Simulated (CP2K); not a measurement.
Acetyl fluoride has these distinct C atoms: C1 (bonded to C and 3 H) and C2 (bonded to C, F and O).

```xyz
7

C    -0.6492   -0.1366   -0.0256
C     0.7924    0.2676   -0.0041
F     1.6298   -0.8455    0.1237
O     1.2627    1.3669   -0.0624
H    -1.0657    0.0260    0.9791
H    -0.7750   -1.1900   -0.2906
H    -1.1950    0.5116   -0.7201
```

Their partial C K spectra (CP2K XAS_TDP, all-electron GAPW, PBEh(45%), aug-cc-pVDZ, TDA, GW2X-corrected core level, no relativity) are given in random order, each times the number of alike atoms.

Gaussian full width 0.5 eV, oscillator strength per eV, alike atoms added, rows of zeros left out:

```tsv
E (eV)	curve 1	curve 2
289.75	0.000	0.001
290.00	0.000	0.001
290.25	0.000	0.001
290.50	0.008	0.000
290.75	0.067	0.001
291.00	0.142	0.005
291.25	0.076	0.006
291.50	0.010	0.005
291.75	0.000	0.030
292.00	0.000	0.077
292.25	0.000	0.069
292.50	0.000	0.027
292.75	0.000	0.029
293.00	0.000	0.046
293.25	0.000	0.024
293.50	0.000	0.010
293.75	0.000	0.020
294.00	0.000	0.019
294.25	0.000	0.011
294.50	0.000	0.024
294.75	0.000	0.050
295.00	0.001	0.051
295.25	0.018	0.023
295.50	0.059	0.004
295.75	0.048	0.000
296.00	0.010	0.001
296.25	0.002	0.003
296.50	0.016	0.004
296.75	0.040	0.008
297.00	0.025	0.008
297.25	0.006	0.002
297.50	0.010	0.001
297.75	0.012	0.002
298.00	0.006	0.001
298.25	0.014	0.002
298.50	0.019	0.007
298.75	0.013	0.013
299.00	0.013	0.008
299.25	0.013	0.006
299.50	0.007	0.008
299.75	0.005	0.015
300.00	0.003	0.029
300.25	0.005	0.020
300.50	0.016	0.011
300.75	0.046	0.012
301.00	0.043	0.022
301.25	0.011	0.043
301.50	0.004	0.025
301.75	0.009	0.006
302.00	0.008	0.004
302.25	0.002	0.002
302.50	0.001	0.002
```

Which curve belongs to which atom?

Curve 1: C2 (bonded to C, F and O), leading line at 291.01 eV (f = 0.076 an atom), ionisation energy 298.27 eV, term value 7.26 eV. Curve 2: C1 (bonded to C and 3 H), leading line at 291.99 eV (f = 0.027 an atom), ionisation energy 293.67 eV, term value 1.68 eV. The leading line of an atom is its first one with 35 % of the strongest within 2.5 eV of its lowest line over the strength cut. A line lies at the core ionisation energy, which rises as an atom loses charge to its neighbours or to a π system, less the term value, which is large for a low π* or σ* orbital with weight on that atom.

[Banner, clock and machine lines of the logs are left out without a mark of their own.]

[Logs are printed without paths, hosts, clocks, repeated set-up lines and the standing remarks that a program may print on its own settings, such as how far it seeks lower states.]

[Hosts, paths, dates, database ids (printed as entryN), source tags and the programs' standing remarks are cut or masked in the printed files.]
